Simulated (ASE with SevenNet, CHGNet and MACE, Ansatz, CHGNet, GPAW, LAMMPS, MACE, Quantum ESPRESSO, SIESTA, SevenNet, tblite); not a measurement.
## Running liquid ethanol at 300 K (108 atoms) with machine-learned potentials

How do the settings of machine-learned potentials change the result for liquid ethanol at 300 K (108 atoms)? A plane-wave run serves as the yardstick.

Program: ASE with SevenNet, CHGNet and MACE. Level of theory: the method is named at each step. Results are calculated unless marked as measured.

## Step 1: Starting point

The cell holds 108 atoms: 24 C, 12 O and 72 H. Cell: a = 10.513 Å, b = 10.513 Å, c = 10.513 Å, α = 90.0°, β = 90.0°, γ = 90.0°. 12 ethanol placed at random, at 0.79 g/cm³; overlaps pushed apart, then 10 ps at 450 K with MMFF94 bonds, angles, torsions, charges and radii (Halgren, J. Comput. Chem. 17, 490 (1996)) in harmonic and 12-6 forms. Snapshot after 20 ps at 300 K and fixed volume.

The yardstick, on the same geometry:

| Property | Result |
| --- | --- |
| method | Kohn-Sham DFT, PBE, PAW, plane waves (Ansatz 0.2.0); cutoff 420 eV, Γ point, fermi-dirac smearing of 0.05 eV; PAW set soft_2 |
| r.m.s. force component | 0.8078 eV/Å |
| longest force | 3.64 eV/Å |
| pressure | 2.451 GPa |
| gap (highest filled to lowest empty level) | 4.514 eV |
| SCF cycles | 9 |
| time | 8.5 s on 4 threads of Arm Neoverse V2, shared host |
| CPU time | 31 s |

## Step 2: SevenNet l3i5 potential

Method: machine-learned interatomic potential SevenNet l3i5, trained on PBE(+U) plane-wave data.

File run.py:

```python
import numpy as np
from ase.io import read
import mlip  # loads the published weights by name

atoms = read("structure.xyz")
atoms.calc = mlip.calc("7net-l3i5")
energy = atoms.get_potential_energy()
forces = atoms.get_forces()
print(f"energy {energy:.6f} eV")
print("forces (eV/A)")
for i, (a, f) in enumerate(zip(atoms, forces)):
    print(f"{i:4d} {a.symbol:2s} {f[0]:10.5f} {f[1]:10.5f} {f[2]:10.5f}")
stress = -atoms.get_stress(voigt=False) * 160.21766
print("stress (GPa, compression positive)")
for row in stress:
    print(" ".join(f"{x:10.4f}" for x in row))
```

File structure.xyz:

```xyz
108
Lattice="10.51326 0.00000 0.00000 0.00000 10.51326 0.00000 0.00000 0.00000 10.51326" Properties=species:S:1:pos:R:3 pbc="T T T"
C 2.89577 3.06567 0.56856
C 3.19035 3.60153 9.74874
O 3.66660 4.95111 9.87616
H 3.74104 3.06766 1.30322
H 2.42982 2.00561 0.47478
H 2.13735 3.71770 0.84222
H 2.29610 3.74377 9.25735
H 3.81589 2.97347 9.03404
H 3.11603 5.34473 0.06476
C 10.09000 6.42181 8.74535
C 9.45668 5.20680 8.12664
O 9.23506 4.25913 9.11573
H 0.51010 6.13859 9.26134
H 9.48296 6.83351 9.56906
H 10.26189 7.23018 8.02435
H 10.10724 4.77207 7.35171
H 8.52552 5.35356 7.69592
H 9.65769 3.42175 8.80832
C 2.63599 8.72233 0.67905
C 1.80387 7.64240 1.42066
O 2.41679 6.36641 1.27063
H 2.78843 8.53004 10.14004
H 3.62802 8.84670 1.06983
H 2.11853 9.69028 0.62596
H 0.86566 7.59877 0.94745
H 1.61673 7.89914 2.42562
H 2.27549 6.00370 2.17877
C 7.78770 0.49759 2.21977
C 8.15861 1.86747 1.88124
O 7.12810 2.85025 2.10728
H 7.22576 0.46532 3.13001
H 8.65105 10.31992 2.34088
H 7.13482 0.03722 1.48584
H 8.56147 1.99090 0.89152
H 9.03920 2.15196 2.43729
H 7.26140 3.62792 1.53515
C 3.33891 7.48597 7.07963
C 3.29654 6.16193 6.33855
O 2.00099 5.67884 6.51097
H 4.30055 7.91922 7.12736
H 2.95107 7.40954 8.09689
H 2.67668 8.22410 6.58246
H 3.90820 5.39993 6.73564
H 3.32093 6.24351 5.28901
H 2.00730 5.18567 7.39534
C 4.70164 0.33422 3.79981
C 3.25753 0.29364 4.23590
O 2.32553 0.24107 3.17511
H 5.08243 9.89697 3.45434
H 5.42295 0.75864 4.56633
H 4.86165 1.00191 2.93351
H 3.07471 1.19494 4.89781
H 3.00890 10.01136 4.98097
H 2.61969 10.06718 2.52465
C 0.47825 3.46023 4.59671
C 0.32013 4.62562 3.64074
[... 48 atom lines left out ...]
H 5.31992 7.16952 0.13152
H 6.40983 4.84977 9.60681
H 5.80269 4.91337 0.72563
H 8.39831 4.91306 10.44892
```

Run with:

```console
OMP_NUM_THREADS=1 python run.py > output.txt
```

The program printed:

```text
energy -560.883911 eV
forces (eV/A)
   0 C     0.86975   -3.44719    0.40929
   1 C     2.41374    0.10652   -0.96738
   2 O     0.98726   -0.18288   -0.81386
   3 H    -0.56555   -0.05669   -0.58080
   4 H     0.76613    1.43107    0.36738
   5 H    -1.81956    1.07131    1.65995
   6 H    -2.63608   -0.30113   -1.52361
   7 H    -0.04857    0.74088    0.94335
   8 H    -0.08869    0.63015    0.29636
   9 C     0.16734    0.56964    0.45088
  10 C     1.90243    0.51168   -0.00701
  11 O     0.41364   -1.81102    0.99592
  12 H     0.09914    0.03580   -0.39813
  13 H    -0.24908   -0.04713   -0.21467
  14 H     0.14756   -0.12098   -0.00748
  15 H     0.11339    0.14133   -0.24064
  16 H    -1.90357    1.01579   -1.22166
  17 H    -0.62144   -0.25389    0.56988
  18 C    -0.78439    0.15870    0.22687
  19 C     1.45634    1.07587   -2.59190
  20 O     0.16648   -0.13461    1.04166
  21 H    -0.06266   -0.72261   -0.56460
  22 H     0.73331    0.08059    0.55300
  23 H    -0.09933    0.01044    0.43924
[...]
100 C    -0.49583    0.04785    0.91071
 101 O     0.27340   -0.75926    0.23478
 102 H    -0.41033    0.62183    0.24741
 103 H    -0.48235   -1.15523   -1.31781
 104 H     0.28502    0.14990   -0.43239
 105 H     0.23070    1.04098    0.54739
 106 H    -0.41943    0.03950    0.17155
 107 H     0.82642   -0.50395   -0.23740
stress (GPa, compression positive)
    3.1247     0.2988    -0.4239
    0.2988     2.6317    -1.1848
   -0.4239    -1.1848     1.7528
```

Wall time 14 s (1 thread of Arm Neoverse V2, shared host); peak memory 2 GiB.

Banners, paths, timers and routine set-up lines are dropped from the logs unmarked, and long logs keep their key lines alone; longer cuts are marked.

Against the reference:

```
r.m.s. force component                  : 0.8155 eV/Å
r.m.s. difference of force components   : 96.33 meV/Å
longest difference of force vectors     : 403.9 meV/Å
force difference over r.m.s. force      : 11.93 %
slope of forces against the reference's : 1.002
correlation of force components         : 0.993
pressure                                : 2.503 GPa
pressure difference                     : 0.0525 GPa
```

Length of the force difference by element (eV/Å):

```
element  atoms   mean  most
      C     24   0.23  0.40
      H     72  0.089  0.33
      O     12   0.21  0.34
```

Local excerpt of 11 atoms (numbers count through the whole input) about O39, which bears the longest force; x, y, z are measured from there.

```
atom      x      y      z  distance (Å)  bonds     Fx     Fy  Fz (eV/Å)
 O39   0.00   0.00   0.00          0.00      2  -2.59  -2.19       1.67
 H45   0.01  -0.49   0.88          1.01      1  -0.39   0.78      -1.37
 C38   1.30   0.48  -0.17          1.39      4  -0.63   1.60       1.14
 H44   1.32   0.56  -1.22          1.89      1   1.19   0.42      -1.46
 H43   1.91  -0.28   0.22          1.94      1   1.75  -0.72       0.25
 H63  -0.40  -0.03  -1.99          2.03      1   0.42  -0.20      -0.73
 C37   1.34   1.81   0.57          2.32      4  -0.64   0.47      -0.46
 H58  -1.19  -1.92  -0.93          2.44      1  -0.54   0.06       0.45
 H41   0.95   1.73   1.59          2.53      1   0.08  -0.40       0.20
 H42   0.68   2.55   0.07          2.63      1   0.14  -0.28      -0.06
 H16  -2.41  -0.91   0.84          2.71      1   0.11   0.14      -0.24
```

Atoms are counted from 1 here, from 0 in the log.

Forces lie 12 % from the reference's, at 0.37 times its CPU time (on 1 against 4 cores).

## Step 3: CHGNet r2SCAN potential

Method: machine-learned interatomic potential CHGNet r2SCAN, trained on r2SCAN plane-wave data.

Changes to run.py since step 2:

```diff
@@ -5,3 +5,3 @@
 atoms = read("structure.xyz")
-atoms.calc = mlip.calc("7net-l3i5")
+atoms.calc = mlip.calc("chgnet-r2scan")
 energy = atoms.get_potential_energy()
```

structure.xyz is that of step 2.

The program printed:

```text
CHGNet vr2scan initialized with 412,525 parameters
CHGNet will run on cpu
energy -598.616211 eV
forces (eV/A)
   0 C     0.69555   -3.05485    0.50895
   1 C     2.57067   -0.35403   -0.90928
   2 O     0.80495    0.09011   -0.39264
   3 H    -0.63414    0.04205   -0.55776
   4 H     0.73146    1.44567    0.31483
   5 H    -1.46338    0.85304    1.45273
   6 H    -2.49236   -0.14422   -1.57811
   7 H    -0.22851    0.70503    0.82959
   8 H     0.05206    0.45245    0.22927
   9 C     0.26157    0.70954    0.66565
  10 C     2.03519   -0.21491    0.09156
  11 O     0.61333   -1.32165    0.38507
  12 H    -0.15698    0.11465   -0.30689
  13 H    -0.01775   -0.15404   -0.30932
  14 H     0.05002   -0.21793    0.05987
  15 H    -0.05215    0.14130   -0.01083
  16 H    -2.10876    0.87878   -1.17045
  17 H    -0.65471   -0.01011    0.57524
  18 C    -0.80582    0.10106    0.15945
  19 C     1.61304    0.89984   -2.03673
  20 O     0.05435   -0.01056    0.98836
  21 H    -0.03970   -0.53072   -0.31411
  22 H     0.46397    0.00258    0.42130
  23 H     0.02084   -0.22863    0.33564
[...]
100 C    -0.49339   -0.23054    0.09781
 101 O     0.18291   -0.47571    0.14615
 102 H    -0.46449    0.30273    0.45848
 103 H    -0.51100   -0.98423   -1.36071
 104 H     0.55143    0.02856   -0.24518
 105 H     0.24817    0.98373    0.68298
 106 H    -0.17968    0.04725    0.18418
 107 H     0.43054   -0.29115   -0.02879
stress (GPa, compression positive)
    1.5365     0.2468    -0.2026
    0.2468     1.0936    -0.9314
   -0.2026    -0.9314     0.4633
```

Run time: 6.7 s. Hardware: 1 thread; peak memory 1.9 GiB.

Compared with the plane-wave run:

```yaml
r_m_s_force_component: 0.7361 eV/Å
r_m_s_difference_of_force_components: 203.8 meV/Å
longest_difference_of_force_vectors: 936 meV/Å
force_difference_over_r_m_s_force: 25.22 %
slope_of_forces_against_the_reference_s: 0.8834
correlation_of_force_components: 0.9694
pressure: 1.031 GPa
pressure_difference: -1.419 GPa
```

Against the first run (12 %), the force difference from the reference is 25 %, at 0.41 times the CPU time; this potential was trained at another functional than the reference's, which explains only part of so large a difference.

## Step 4: MACE MPA-0 medium potential

Method: machine-learned interatomic potential MACE MPA-0 medium, trained on PBE(+U) plane-wave data.

Changes to run.py since step 3:

```diff
@@ -5,3 +5,3 @@
 atoms = read("structure.xyz")
-atoms.calc = mlip.calc("chgnet-r2scan")
+atoms.calc = mlip.calc("mace-mpa-0-medium")
 energy = atoms.get_potential_energy()
```

structure.xyz is that of step 3.

The program printed:

```text
energy -560.932914 eV
forces (eV/A)
   0 C     0.66022   -3.65707    0.49674
   1 C     2.51908    0.36158   -0.97400
   2 O     0.72073   -0.41372   -0.88710
   3 H    -0.52257   -0.04492   -0.53457
   4 H     0.90980    1.43833    0.39420
   5 H    -1.70088    1.16623    1.64191
   6 H    -2.55707   -0.25666   -1.60034
   7 H    -0.17410    0.79909    0.92093
   8 H    -0.03292    0.63318    0.35477
   9 C     0.14659    0.62490    0.68593
  10 C     1.87116    0.28186   -0.32096
  11 O     0.52809   -1.61815    1.07807
  12 H     0.12078    0.13052   -0.34822
  13 H    -0.24301   -0.02351   -0.18124
  14 H     0.19572   -0.11484    0.00232
  15 H     0.10605    0.18340   -0.19323
  16 H    -1.93583    1.02692   -1.20419
  17 H    -0.75319   -0.27975    0.60959
  18 C    -0.81443    0.01011   -0.01542
  19 C     1.51534    0.86003   -2.45668
  20 O     0.11340    0.12567    1.11245
  21 H    -0.01162   -0.68105   -0.57554
  22 H     0.79869    0.08079    0.54220
  23 H    -0.07227    0.02022    0.50745
[...]
100 C    -0.40183   -0.06030    0.58548
 101 O     0.18038   -0.51208    0.12081
 102 H    -0.41253    0.63150    0.26243
 103 H    -0.43858   -1.03611   -1.32972
 104 H     0.29965    0.10028   -0.46631
 105 H     0.28576    0.94713    0.58919
 106 H    -0.48952   -0.05105    0.23050
 107 H     0.64454   -0.60927   -0.11502
stress (GPa, compression positive)
    3.4724     0.4122    -0.4477
    0.4122     2.8723    -1.1529
   -0.4477    -1.1529     2.2855
```

Run time: 8.3 s. Hardware: 1 thread; peak memory 1.4 GiB.

Numbers from this run, and their distance from the reference:

```
r.m.s. force component                  : 0.8028 eV/Å
r.m.s. difference of force components   : 100.8 meV/Å
longest difference of force vectors     : 563.4 meV/Å
force difference over r.m.s. force      : 12.48 %
slope of forces against the reference's : 0.9861
correlation of force components         : 0.9922
pressure                                : 2.877 GPa
pressure difference                     : 0.4261 GPa
```

Against the first run (12 %), the force difference from the reference is 12 %, at 0.72 times the CPU time.

## Step 5: Side by side

Differences are against the plane-wave reference, forces as r.m.s. over components; share is that over the reference's r.m.s. force, slope the least-squares factor from reference forces to these. Total energies of different programs have different zeros and aren't compared.

```
                        run  Δ force, r.m.s. (meV/Å)  share (%)  slope  Δ pressure (GPa)  cores  CPU time  memory (GiB)
                  reference                        -          -      -                 -      4      31 s           1.1
    SevenNet l3i5 potential                     96.3       11.9  1.002            0.0525      1      12 s           2.0
    CHGNet r2SCAN potential                      204       25.2  0.883             -1.42      1     4.7 s           1.9
MACE MPA-0 medium potential                      101       12.5  0.986             0.426      1     8.3 s           1.4
```

Times of the machine-learned potentials are mostly Python's start and the loading of weights.

CPU time is summed over cores on a shared host, where runs went side by side, so it is rough. Symmetry, cutoffs, thresholds, outputs and thread counts weren't matched or tuned between programs; memory under MPI is the largest rank's times the ranks.

## Step 6: What came out

| Item | Value |
| --- | --- |
| nearest in forces | a tie at 12 % of 2 runs: SevenNet l3i5 potential; MACE MPA-0 medium potential |

In words: Machine-learned potentials differ by 12 % (SevenNet l3i5 potential) to 25 % (CHGNet r2SCAN potential); they were trained on other programs' data, some at another functional. Machine-learned potentials mimic data converged in k, so the reference's own k-point error enters their differences. The network of contacts between molecules at the start is that of the classical potential that made the cell, and needn't be the one that DFT or experiment would give. The reference's PBE has no dispersion term, which matters for the binding between molecules or layers. The density was typed from a rule of thumb and may lie off the real one at this temperature. The electronic-structure runs sample only Γ, in a cell whose shortest periodic width is 11 Å.

[Also dropped from logs without a mark: logging warnings of Python, and SIESTA's first energy breakdown and zero terms.]

[Logs are printed without paths, hosts, clocks, repeated set-up lines and the standing remarks that a program may print on its own settings, such as how far it seeks lower states.]

[Hosts, paths, dates, database ids (printed as entryN), source tags and the programs' standing remarks are cut or masked in the printed files.]

[The MMFF94 radii named for the starting cell were scaled by 0.96; in molecules described by MMFF94, hydrogen bound to N, O or S took a small fixed 12-6 site in their place.]
